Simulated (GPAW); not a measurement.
# A Sn chain with two P atoms in line: relaxation, then transmission at several levels, part 2 of 2

Aim: the conductance of a Sn chain with two P atoms in line after relaxation, and whether geometry, basis or functional moves it most.

GPAW 26.7.0; GPAW LCAO, PAW setups; relaxation of the junction within the symmetry of its start, lead ends held (the session's first sound run).

So far, transmission at the Fermi level (one spin): step 3 (GPAW, dzp) 2.66; step 4 (basis szp(dzp)) 2.62.

### 5. GPAW, sz: basis = "sz(dzp)"

Level of this step: GPAW LCAO, PAW setups; Landauer transmission from Green's functions with principal layers (ASE), zero bias (GPAW).

One function for each valence shell of the setup, as for a first survey of a large system.

run.py

```python
import json
import numpy as np
from ase import Atoms
from ase.transport.calculators import TransportCalculator
from gpaw import GPAW, FermiDirac
from gpaw.lcao.tools import get_lcao_hamiltonian
from scipy.linalg import eigh

# The junction with lead layers at both ends, along the third cell vector
device = Atoms(
    ['Sn', 'Sn', 'Sn', 'Sn', 'Sn', 'Sn', 'P', 'P', 'Sn', 'Sn', 'Sn', 'Sn', 'Sn', 'Sn'],
    positions=[
        [4.50000, 4.50000, 1.37500],
        [4.50000, 4.50000, 4.12500],
        [4.50000, 4.50000, 6.87500],
        [4.50000, 4.50000, 9.62500],
        [4.50000, 4.50000, 12.37500],
        [4.50000, 4.50000, 15.11716],
        [4.50000, 4.50000, 17.50713],
        [4.50000, 4.50000, 19.53147],
        [4.50000, 4.50000, 21.92144],
        [4.50000, 4.50000, 24.66360],
        [4.50000, 4.50000, 27.41360],
        [4.50000, 4.50000, 30.16360],
        [4.50000, 4.50000, 32.91360],
        [4.50000, 4.50000, 35.66360]],
    cell=[[9.0, 0.0, 0.0], [0.0, 9.0, 0.0], [0.0, 0.0, 37.0386]],
    pbc=True)

# One principal layer of the lead: the first 3 atoms of the device
lead = Atoms(
    ['Sn', 'Sn', 'Sn'],
    positions=[
        [4.50000, 4.50000, 1.37500],
        [4.50000, 4.50000, 4.12500],
        [4.50000, 4.50000, 6.87500]],
    cell=[[9.0, 0.0, 0.0], [0.0, 9.0, 0.0], [0.0, 0.0, 8.25]],
    pbc=True)

settings = dict(mode='lcao', basis='sz(dzp)', xc='PBE', h=0.2,
                occupations=FermiDirac(0.1), maxiter=250,
                mixer=dict(beta=0.1, nmaxold=8, weight=100.0),
                convergence=dict(density=0.0001))
energies = np.arange(-2, 2 + 1e-9, 0.025)
eta = 0.0001
n1, n2 = 1, 1
# k and -k transmit alike, so half of the mesh across the current serves
mesh = [(i, j) for i in range(n1) for j in range(n2) if (i, j) <= (-i % n1, -j % n2)]
weights = np.array([1 if (i, j) == (-i % n1, -j % n2) else 2 for i, j in mesh]) / (n1 * n2)


def ground_state(atoms, size, txt):
    atoms.calc = GPAW(kpts={'size': size, 'gamma': True}, symmetry={'tolerance': 1e-3}, txt=txt, **settings)
    atoms.get_potential_energy()
    return atoms.calc.get_fermi_level()


def blocks(atoms, fermi, points, nz, cells):
    """H - E_F S and S between cell 0 and the cells above it, at each point across the current."""
    kz = np.arange(nz) / nz
    calc = atoms.calc.fixed_density(kpts=[(*k, z) for k in points for z in kz], symmetry='off', txt=None)
    H, S = get_lcao_hamiltonian(calc)
    H = (H - fermi * S).reshape(len(H), len(points), nz, *S.shape[1:])
    S = S.reshape(H.shape[1:])
    phases = [np.exp(-2j * np.pi * kz * R) / nz for R in cells]
    return [(np.einsum('skzij,z->ksij', H, p), np.einsum('kzij,z->kij', S, p)) for p in phases]


def pair(a, b):
    return np.block([[a, b], [b.T.conj(), a]])


def count_channels(h, s, cells, nk=240):
    """Half the number of times that the lead's bands cross each energy, unfolded to its shortest repeat."""
    b = len(h) // cells
    bands = []
    for k in (np.arange(nk + 1) + 0.5) / nk:
        hk, sk = h[:b, :b].copy(), s[:b, :b].copy()
        for R in range(1, cells):
            phase, block = np.exp(2j * np.pi * k * R), slice(R * b, (R + 1) * b)
            hk += h[:b, block] * phase + (h[:b, block] * phase).T.conj()
            sk += s[:b, block] * phase + (s[:b, block] * phase).T.conj()
        w, u = eigh(sk)
        x = u[:, w > 1e-5] / w[w > 1e-5]**0.5  # drop near-dependent combinations
        bands.append(np.r_[eigh(x.T.conj() @ hk @ x, eigvals_only=True), [1e9] * (w <= 1e-5).sum()])
    below = np.array(bands)[:, :, None] < energies
    return (below[1:] != below[:-1]).sum((0, 1)) / 2


fermi_lead = ground_state(lead, (1, 1, 14), 'lead.txt')
fermi_device = ground_state(device, (1, 1, 2), 'device.txt')
T, channels, eigen, tail, misfit, shifts = [], [], [], 0.0, 0.0, []
for first in range(0, len(mesh), 566):
    points = [(i / n1, j / n2) for i, j in mesh[first:first + 566]]
    (H0k, S0k), (H1k, S1k), (H2k, _) = blocks(lead, fermi_lead, points, 5, range(3))
    [(Hk, Sk)] = blocks(device, fermi_device, points, 2, [0])
    tail = max(tail, abs(H2k).max())
    for H0, S0, H1, S1, H, S in zip(H0k, S0k, H1k, S1k, Hk, Sk):
        n = len(S0)
        # Shift the lead onto the potential of the device's first layer
        shift = ((H[:, 0, 0] - H0[:, 0, 0]) / S0[0, 0]).real.mean()
        shifts.append(shift)
        misfit = max(misfit, abs(H[:, :n, :n] - H0 - shift * S0).max())
        Tk, Ck, Ek = [], [], []
        for s in range(len(H)):
            t = s % len(H0)  # a lead without moments serves both spins
            h1, s1 = pair(H0[t] + shift * S0, H1[t] + shift * S1), pair(S0, S1)
            leads = dict(h1=h1, s1=s1, energies=energies, eta=eta, eta1=eta, eta2=eta)
            calc = TransportCalculator(h=H[s], s=S, eigenchannels=3, **leads)
            Tk.append(calc.get_transmission())
            Ek.append(np.sort(calc.eigenchannels_ne, axis=0)[::-1])
            Ck.append(count_channels(h1, s1, 6))
        T.append(Tk)
        channels.append(Ck)
        eigen.append(Ek)
T, channels = np.array(T), np.array(channels)
mean, open_channels = np.einsum('kse,k->se', T, weights), np.einsum('kse,k->se', channels, weights)

print(f'basis functions: device {len(S)}, principal layer {n}')
print(f'Fermi level: lead {fermi_lead:.4f} eV, device {fermi_device:.4f} eV; lead shifted by {np.mean(shifts):.4f} eV')
print(f'largest coupling past the next layer {tail:.2e} eV, largest misfit of the first layer {misfit:.3f} eV')
print('  E-E_F (eV)   ' + 'T (one spin)  channels')
for e, t, c in zip(energies, mean.T, open_channels.T):
    print(f'{e:10.3f}  ', *[f'{x:11.4e}' for x in t], *[f'{x:9.4f}' for x in c])

kT = 8.617333e-5 * 300
fine = np.linspace(energies[0], energies[-1], 4001)
both = np.exp(np.interp(fine, energies, np.log(np.maximum(mean.sum(0) * 2 / len(mean), 1e-30))))
fermi = lambda mu: 1 / (1 + np.exp(np.clip((fine - mu) / kT, -200, 200)))
slope = fermi(0) * (1 - fermi(0)) / kT
G = np.trapezoid(both * slope, fine) / 2
seebeck = -np.trapezoid(both * slope * fine, fine) / (2 * G * 300) * 1e6
print(f'conductance at 300 K: {G:.5g} G0 a cell; thermopower {seebeck:.4g} uV/K')
bias = [0.1, 0.2, 0.5, 1.0, 1.5, 2.0]
current = [38.74 * np.trapezoid(both * (fermi(V / 2) - fermi(-V / 2)), fine) for V in bias]
for V, I in zip(bias, current):
    print(f'current from the zero-bias T(E) at {V} V: {I:.5g} uA')
zero = abs(energies).argmin()
json.dump(dict(energies=energies.tolist(), T=mean.tolist(), channels=open_channels.tolist(), G=G, seebeck=seebeck,
               bias=bias, current=current, tail=tail, misfit=misfit, shift=np.mean(shifts), n_device=len(S), n_lead=n,
               fermi=[fermi_lead, fermi_device], energy=device.get_potential_energy(),
               moments=device.get_magnetic_moments().tolist(), mesh=mesh, weights=weights.tolist(),
               T_k=T[:, :, zero].tolist(), eigen=np.array(eigen[0]).tolist()), open('result.json', 'w'))
```

Command:

```bash
> OMP_NUM_THREADS=1 OPENBLAS_NUM_THREADS=1 python run.py
```

What it wrote:

```text
basis functions: device 116, principal layer 27
Fermi level: lead -3.0929 eV, device -3.1872 eV; lead shifted by 0.0258 eV
largest coupling past the next layer 4.07e-07 eV, largest misfit of the first layer 0.037 eV
  E-E_F (eV)   T (one spin)  [channel counts left out]
    -2.000    4.8406e-01
    -1.975    4.8872e-01
    -1.950    4.9323e-01
[...]
1.975    2.7186e+00
     2.000    2.7237e+00
conductance at 300 K: 2.6032 G0 a cell; thermopower -0.06905 uV/K
current from the zero-bias T(E) at 0.1 V: 20.168 uA
current from the zero-bias T(E) at 0.2 V: 40.324 uA
current from the zero-bias T(E) at 0.5 V: 100.63 uA
current from the zero-bias T(E) at 1.0 V: 200.03 uA
current from the zero-bias T(E) at 1.5 V: 297.35 uA
current from the zero-bias T(E) at 2.0 V: 370.19 uA
```

The job ended after 25 s (1 thread of Arm Neoverse V2, shared host; peak memory 1.1 GiB).

Numbers from this step:

```
conductance                                    : 2.603 G₀
largest coupling past the next principal layer : 4.07e-7 eV
largest misfit of the first principal layer    : 0.03734 eV
shift that aligns the lead                     : 0.02583 eV
basis functions of the junction                : 116
basis functions of a principal layer           : 27
transmission at the Fermi level (one spin)     : 2.604
```

One spin. Table of transmission, zone mean by energy, zero at the Fermi level:

energy (eV), transmission, zone mean and a bar from the least value:
```
   -2.000       0.48 
   -1.900       0.50 
   -1.800       0.52 
   -1.700       0.53 #
   -1.600       0.55 #
   -1.500       0.56 #
   -1.400       0.57 #
   -1.300       0.58 #
   -1.200       0.59 #
   -1.100       0.60 ##
   -1.000       0.62 ##
   -0.900       0.63 ##
   -0.800       2.50 ###########################
   -0.700       2.51 ###########################
   -0.600       2.52 ###########################
   -0.500       2.55 ############################
   -0.400       2.58 ############################
   -0.300       2.59 ############################
   -0.200       2.59 ############################
   -0.100       2.60 ############################
    0.000       2.60 ############################
    0.100       2.60 ############################
    0.200       2.59 ############################
    0.300       2.57 ############################
    0.400       2.55 ############################
    0.500       2.52 ###########################
    0.600       2.51 ###########################
    0.700       2.50 ###########################
    0.800       2.51 ###########################
    0.900       2.53 ###########################
    1.000       2.55 ############################
    1.100       2.57 ############################
    1.200       2.59 ############################
    1.300       2.61 #############################
    1.400       2.63 #############################
    1.500       2.64 #############################
    1.600       2.66 #############################
    1.700       2.67 #############################
    1.800       2.68 #############################
    1.900       2.70 ##############################
    2.000       2.72 ##############################
```

The conductance, 2.60 G₀, lies 2.1 % below that of the dzp run.

### 6. LDA in the dzp basis: xc = "LDA"

Back in the dzp basis, the functional changes from PBE to LDA, to set the spread between functionals beside that between bases.

Edit run.py of step 5 so:

```diff
@@ -39,3 +39,3 @@
 
-settings = dict(mode='lcao', basis='sz(dzp)', xc='PBE', h=0.2,
+settings = dict(mode='lcao', basis='dzp', xc='LDA', h=0.2,
                 occupations=FermiDirac(0.1), maxiter=250,
```

What it wrote:

```text
basis functions: device 302, principal layer 69
Fermi level: lead -3.1886 eV, device -3.2639 eV; lead shifted by 0.0100 eV
largest coupling past the next layer 3.90e-07 eV, largest misfit of the first layer 0.017 eV
  E-E_F (eV)   T (one spin)  [channel counts left out]
    -2.000    4.7547e-01
    -1.975    4.8156e-01
    -1.950    4.8746e-01
[...]
1.975    2.8700e+00
     2.000    2.8736e+00
conductance at 300 K: 2.6751 G0 a cell; thermopower -0.07179 uV/K
current from the zero-bias T(E) at 0.1 V: 20.724 uA
current from the zero-bias T(E) at 0.2 V: 41.435 uA
current from the zero-bias T(E) at 0.5 V: 103.37 uA
current from the zero-bias T(E) at 1.0 V: 205.52 uA
current from the zero-bias T(E) at 1.5 V: 305.24 uA
current from the zero-bias T(E) at 2.0 V: 375.17 uA
```

It took 47 s on 1 thread; peak memory 1.2 GiB.

This step gave:

```yaml
conductance: 2.675 G₀
largest_coupling_past_the_next_principal_layer: 3.90e-7 eV
largest_misfit_of_the_first_principal_layer: 0.01697 eV
shift_that_aligns_the_lead: 0.01004 eV
basis_functions_of_the_junction: 302
basis_functions_of_a_principal_layer: 69
transmission_at_the_fermi_level_one_spin: 2.676
```

One spin. Table of transmission, zone mean by energy, zero at the Fermi level:

```tsv
energy (eV)	transmission, zone mean
-2.000	0.475
-1.800	0.520
-1.600	0.557
-1.400	0.591
-1.200	0.621
-1.000	0.649
-0.800	0.674
-0.600	2.58
-0.400	2.63
-0.200	2.66
0.000	2.68
0.200	2.67
0.400	2.64
0.600	2.62
0.800	2.64
1.000	2.69
1.200	2.73
1.400	2.80
1.600	2.81
1.800	2.84
2.000	2.87
```

The conductance, 2.68 G₀, lies 0.6 % above that of the dzp run.

### 7. Without the relaxation: geometry = "as built"

The dzp basis with PBE on the structure as first built shows what the relaxation was worth.

Edit run.py of step 6 so:

```diff
@@ -17,6 +17,6 @@
         [4.50000, 4.50000, 12.37500],
-        [4.50000, 4.50000, 15.11716],
-        [4.50000, 4.50000, 17.50713],
-        [4.50000, 4.50000, 19.53147],
-        [4.50000, 4.50000, 21.92144],
+        [4.50000, 4.50000, 15.12500],
+        [4.50000, 4.50000, 17.49930],
+        [4.50000, 4.50000, 19.53930],
+        [4.50000, 4.50000, 21.91360],
         [4.50000, 4.50000, 24.66360],
@@ -39,3 +39,3 @@
 
-settings = dict(mode='lcao', basis='dzp', xc='LDA', h=0.2,
+settings = dict(mode='lcao', basis='dzp', xc='PBE', h=0.2,
                 occupations=FermiDirac(0.1), maxiter=250,
```

What it wrote:

```text
basis functions: device 302, principal layer 69
Fermi level: lead -2.9469 eV, device -3.0301 eV; lead shifted by 0.0181 eV
largest coupling past the next layer 3.84e-07 eV, largest misfit of the first layer 0.028 eV
  E-E_F (eV)   T (one spin)  [channel counts left out]
    -2.000    4.9441e-01
    -1.975    4.9989e-01
    -1.950    5.0520e-01
[...]
1.975    2.8773e+00
     2.000    2.8817e+00
conductance at 300 K: 2.625 G0 a cell; thermopower -0.04719 uV/K
current from the zero-bias T(E) at 0.1 V: 20.336 uA
current from the zero-bias T(E) at 0.2 V: 40.652 uA
current from the zero-bias T(E) at 0.5 V: 101.33 uA
current from the zero-bias T(E) at 1.0 V: 200.97 uA
current from the zero-bias T(E) at 1.5 V: 297.84 uA
current from the zero-bias T(E) at 2.0 V: 366.51 uA
```

Elapsed: 53 s, on 1 thread; peak memory 1.2 GiB.

Numbers from this step:

- conductance: 2.625 G₀
- largest coupling past the next principal layer: 3.84e-7 eV
- largest misfit of the first principal layer: 0.02832 eV
- shift that aligns the lead: 0.01810 eV
- transmission at the Fermi level (one spin): 2.626

One spin. Table of transmission, zone mean by energy, zero at the Fermi level:

```tsv
energy (eV)	transmission, zone mean
-2.000	0.494
-1.800	0.534
-1.600	0.568
-1.400	0.599
-1.200	0.627
-1.000	0.653
-0.800	0.677
-0.600	2.51
-0.400	2.57
-0.200	2.61
0.000	2.63
0.200	2.61
0.400	2.56
0.600	2.54
0.800	2.58
1.000	2.64
1.200	2.70
1.400	2.76
1.600	2.80
1.800	2.84
2.000	2.88
```

The conductance, 2.63 G₀, lies 1.3 % below that of the dzp run.

### 8. All levels side by side

Times are for 1 thread of Arm Neoverse V2, shared host. Results by setting:

```tsv
no.	run	conductance (G₀)	time	memory (GiB)
1	dzp	2.659	54 s	1.2
2	szp	2.624	37 s	1.2
3	sz	2.603	25 s	1.1
4	dzp LDA	2.675	47 s	1.2
5	asbuilt	2.625	53 s	1.2
```

### 9. The levels side by side

The curves are compared point by point over the common energies.

This step: comparison of transmission and cost over codes, levels and geometry (GPAW 26.7.0).

Ladder, by row:

```tsv
step	code	T at the Fermi level (sum over the listed spins)	conductance (G0)	r.m.s. T(E) from the first	wall time (s)	peak memory (GiB)	threads
dzp	GPAW	2.66	2.659	0	54.11	1.19	1
szp	GPAW	2.625	2.624	0.1419	37.07	1.17	1
sz	GPAW	2.604	2.603	0.1977	24.68	1.07	1
dzp-LDA	GPAW	2.676	2.675	0.02388	47.06	1.19	1
asbuilt	GPAW	2.626	2.625	0.03719	53.1	1.19	1
```

The transmission, zone mean, sum over the listed spins by energy, zero at the Fermi level:

```tsv
energy (eV)	dzp	szp	sz	dzp-LDA	asbuilt
-2.0000	0.491	0.446	0.484	0.475	0.494
-1.7500	0.540	0.503	0.525	0.530	0.543
-1.5000	0.581	0.547	0.559	0.574	0.584
-1.2500	0.617	0.585	0.589	0.614	0.620
-1.0000	0.650	0.617	0.615	0.649	0.653
-0.7500	2.55	2.34	2.54	2.50	2.44
-0.5000	2.60	2.55	2.55	2.61	2.54
-0.2500	2.64	2.60	2.59	2.65	2.60
0.0000	2.66	2.62	2.60	2.68	2.63
0.2500	2.64	2.61	2.59	2.66	2.60
0.5000	2.60	2.57	2.52	2.63	2.55
0.7500	2.60	2.58	2.50	2.64	2.56
1.0000	2.66	2.64	2.55	2.69	2.64
1.2500	2.72	2.70	2.60	2.74	2.72
1.5000	2.76	2.75	2.64	2.79	2.77
1.7500	2.81	2.80	2.68	2.83	2.83
2.0000	2.86	2.84	2.72	2.87	2.88
```

### 10. K-points along the lead 2, SCF mesh 1×1×1

The lead's own mesh along the current sets its density and potential; where the lead is aligned to the junction's end layer, a rigid shift drops out. The SCF mesh sets the Fermi level of the repeated cell.

This step: GPAW LCAO, PAW setups; Landauer transmission from Green's functions with principal layers (ASE), zero bias (GPAW 26.7.0).

Edit run.py of step 7 so:

```diff
@@ -17,6 +17,6 @@
         [4.50000, 4.50000, 12.37500],
-        [4.50000, 4.50000, 15.12500],
-        [4.50000, 4.50000, 17.49930],
-        [4.50000, 4.50000, 19.53930],
-        [4.50000, 4.50000, 21.91360],
+        [4.50000, 4.50000, 15.11716],
+        [4.50000, 4.50000, 17.50713],
+        [4.50000, 4.50000, 19.53147],
+        [4.50000, 4.50000, 21.92144],
         [4.50000, 4.50000, 24.66360],
@@ -89,4 +89,4 @@
 
-fermi_lead = ground_state(lead, (1, 1, 14), 'lead.txt')
-fermi_device = ground_state(device, (1, 1, 2), 'device.txt')
+fermi_lead = ground_state(lead, (1, 1, 2), 'lead.txt')
+fermi_device = ground_state(device, (1, 1, 1), 'device.txt')
 T, channels, eigen, tail, misfit, shifts = [], [], [], 0.0, 0.0, []
```

What it wrote:

```text
basis functions: device 302, principal layer 69
Fermi level: lead -3.1627 eV, device -3.0275 eV; lead shifted by -0.0945 eV
largest coupling past the next layer 3.81e-07 eV, largest misfit of the first layer 0.097 eV
  E-E_F (eV)   T (one spin)  [channel counts left out]
    -2.000    5.0404e-01
    -1.975    5.0852e-01
    -1.950    5.1300e-01
    -1.925    5.1746e-01
    -1.900    5.2194e-01
    -1.875    5.2641e-01
    -1.850    5.3090e-01
    -1.825    5.3540e-01
    -1.800    5.3991e-01
    -1.775    5.4444e-01
    -1.750    5.4898e-01
    -1.725    5.5353e-01
    -1.700    5.5809e-01
    -1.675    5.6266e-01
    -1.650    5.6724e-01
    -1.625    5.7182e-01
[...]
1.825    2.8389e+00
     1.850    2.8454e+00
     1.875    2.8516e+00
     1.900    2.8574e+00
     1.925    2.8628e+00
     1.950    2.8677e+00
     1.975    2.8721e+00
     2.000    2.8761e+00
conductance at 300 K: 2.6518 G0 a cell; thermopower -0.5848 uV/K
current from the zero-bias T(E) at 0.1 V: 20.544 uA
current from the zero-bias T(E) at 0.2 V: 41.078 uA
current from the zero-bias T(E) at 0.5 V: 102.6 uA
current from the zero-bias T(E) at 1.0 V: 204.62 uA
current from the zero-bias T(E) at 1.5 V: 303.75 uA
current from the zero-bias T(E) at 2.0 V: 377.91 uA
```

The job ended after 43 s (1 thread; peak memory 1.2 GiB).

The run finished with changed settings (lead_nz = 2 and scf_mesh = [1, 1, 1]); it serves as a test.

Side by side:

```tsv
quantity	this run	sound run	difference
conductance (G₀)	2.6518	2.6595	-0.00768
largest coupling past the next principal layer (eV)	3.812e-7	3.838e-7	-2.6e-9
largest misfit of the first principal layer (eV)	0.096636	0.026200	0.0704
shift that aligns the lead (eV)	-0.094494	0.018177	-0.113
transmission at the Fermi level (one spin)	2.6525	2.6602	-0.00771
```

One result that differs is the largest misfit of the first principal layer, 0.0966 eV against 0.0262 eV.

### 11. Outcome

| Quantity | Value |
| --- | --- |
| conductance | 2.66 G₀ |
| transmission at the Fermi level, mean of the spins | 2.66 |
| thermopower | about 0 (under 1.5 μV/K) |

**Reading.** In the dzp basis the junction conducts 2.66 G₀ at 300 K, with T = 2.66 a spin at the Fermi level; the sz basis reaches that conductance within 10 %. Relaxation moved atoms by up to 0.0078 Å and took the conductance from 2.63 to 2.66 G₀, as a ratio about as much as the step from dzp to the minimal basis. At the Fermi level the three most open eigenchannels pass 0.96, 0.96 and 0.75. Measured against the first run (dzp), the nearest curve is that of dzp-LDA (r.m.s. 0.024) and the farthest that of sz (0.20). Over the compared runs wall time goes from 25 s (sz) to 54 s (dzp), on a shared host. The leads kept an estimated spacing and the cell its length, so the junction may be under some tension or compression. The geometry comes from the orbital basis, which tends to overbind, and kept the symmetry of the start, so a structure of lower symmetry may lie lower. Spin-orbit coupling is left out, which matters for the heavy atoms here. An evenly spaced straight chain is an idealisation: free chains tend to dimerise, zigzag or, where a band edge lies near the Fermi level, turn magnetic. The currents use the zero-bias T(E) throughout, which holds only while the bias is small against the distance to the nearest feature.

[Logs are printed without paths, hosts, clocks, repeated set-up lines and the standing remarks that a program may print on its own settings, such as how far it seeks lower states.]

[Hosts, paths, dates, database ids (printed as entryN), source tags and the programs' standing remarks are cut or masked in the printed files.]
